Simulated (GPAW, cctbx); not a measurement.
## ZnNi3B: what bonding does to one electron reflection, worked out

ZnNi3B, Pm-3m (no. 221), a = 3.8252 Å, b = 3.8252 Å, c = 3.8252 Å, α = 90.00°, β = 90.00°, γ = 90.00°.

| atom | mult. | x | y | z |
| --- | --- | --- | --- | --- |
| Zn1 | 1 | 0 | 0 | 0 |
| Ni1 | 3 | 1/2 | 1/2 | 0 |
| B1 | 1 | 1/2 | 1/2 | 1/2 |

The cell comes from substitution in a known structure type and wasn't matched to any measured phase.

A DFT run (GPAW, PBE, 550 eV, 6×6×6 k-points, Fermi–Dirac width 0.1 eV, spin-polarised) gives the static X-ray structure factor of 010 as 1.974 e for the conventional cell; superposed free atoms give 1.444 e. **Problem.** Find the Fourier component V of the crystal potential and the two-beam extinction distance at 200 kV in both cases.

### 1. Geometry

The cell volume is Ω = 55.97 Å³ and d(010) = 3.8252 Å, so g = 1/d = 0.2614 Å⁻¹.

### 2. The nuclei

Electrons feel nuclei as well as electrons, so the nuclear charges are summed with the same phases.

Phase sums Σ exp(2πi h·x), turned so that the total is real and positive: Zn -1.000, Ni +1.000, B +1.000. Then F_Z = 30 × (-1.000) + 28 × (+1.000) + 5 × (+1.000) = 3.00 e. The electron term has the same sign for this reflection.

### 3. Mott–Bethe

Poisson's equation, term by term, gives V = (e/4πε₀)(F_Z − F)/(πΩg²), with e/4πε₀ = 14.3996 V Å.

The prefactor is 14.3996 × 3.8252²/(π × 55.97) = 1.19823 V per electron. Free atoms: (3.00 − 1.444) × 1.19823 = 1.864 V. Crystal: (3.00 − 1.974) × 1.19823 = 1.229 V. F changes by +36.70 % and V by -34.1 %: the same 0.53 e is measured against F_Z − F = 1.6 e in place of F = 1.4 e.

### 4. Extinction distance

In the two-beam case ξ = 1/(λU) with U = 2γm₀eV/h², that is ξ = 150.41 V Å²/(γλV).

At 200 kV, λ = 0.02508 Å and γ = 1.3914. Free atoms: ξ = 2312 Å. Crystal: ξ = 3506 Å. The thickness fringes go as sin²(πt/ξ), so the two patterns slip by a quarter of a period when t|1/ξ₁ − 1/ξ₀| = 1/4, at t ≈ 170 nm. Thermal motion, absorption and many-beam coupling, left out here, change a real pattern.

### 5. Answer

V(010) is 1.23 V against 1.86 V, and ξ is 3506 against 2312 Å. Limits: static atoms, two beams.
